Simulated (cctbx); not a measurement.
## What resolution and counting buy: Nd3ZrTa5

Space group P6_3/mcm (no. 193), a = 8.9940 Å, b = 8.9940 Å, c = 5.9810 Å, α = 90.00°, β = 90.00°, γ = 120.00°.

```
atom  mult.       x    y    z  Ueq (Å²)
 Ta1      4     2/3  1/3    0    0.0032
 Ta2      6  0.2646    0  1/4    0.0025
 Nd1      6  0.6174    0  1/4    0.0025
 Zr1      2       0    0    0    0.0033
```

This is a model crystal, built by substitution and not relaxed, with assumed displacement parameters.

Five simulated data sets (cctbx; Mo Kα, λ = 0.71073 Å; 4 % proportional error) differ in resolution or exposure (noise floor 8 counts in the first three, 8 in the last two). Each is refined with the right model, isotropic at 1.1 Å and anisotropic otherwise. How do the figures of merit and the uncertainties move?

```
d min (Å)  top counts  ⟨I/σ⟩ (unmerged, absences included)  unique  param. (scale apart)   Rint      R1  GooF  largest s.u. xyz (fractional)  s.u. U of Zr1 (Å²)  largest error (Å)
      1.1       40000                                 15.3      75                     6  0.033  0.0102  1.19                        0.00009              0.0007             0.0004
     0.84       40000                                 14.7     155                    12  0.034  0.0080  0.95                        0.00004              0.0004             0.0010
      0.6       40000                                 13.5     393                    12  0.036  0.0078  0.86                        0.00002              0.0001             0.0003
     0.75         300                                  1.2     208                    12  0.427  0.0680  0.94                        0.00063              0.0042             0.0029
     0.75        3000                                  5.7     208                    12  0.084  0.0223  0.94                        0.00011              0.0008             0.0004
```

The number of reflections grows roughly as 1/d³: 75, 155 and 393 here. R1 follows the noise rather than the truth: at 300 counts it is 0.0680, at 3000 counts 0.0223, while GooF is 0.94 and 0.94: the weights 1/σ² carry the noise. The s.u. of U (U11 where anisotropic) for Zr1 goes 0.0007, 0.0004, 0.0001 Å² with resolution and 0.0042, 0.0008 Å² with exposure.

The 1.1 Å row also differs in its displacement model, so it isn't a clean test of resolution.

Hardware for the 0.6 Å refinement: 0.38 s on 1 thread of Arm Neoverse V2, on a shared host, peak memory 0.09 GiB.

[Logs are printed without paths, hosts, clocks, repeated set-up lines and the standing remarks that a program may print on its own settings, such as how far it seeks lower states.]
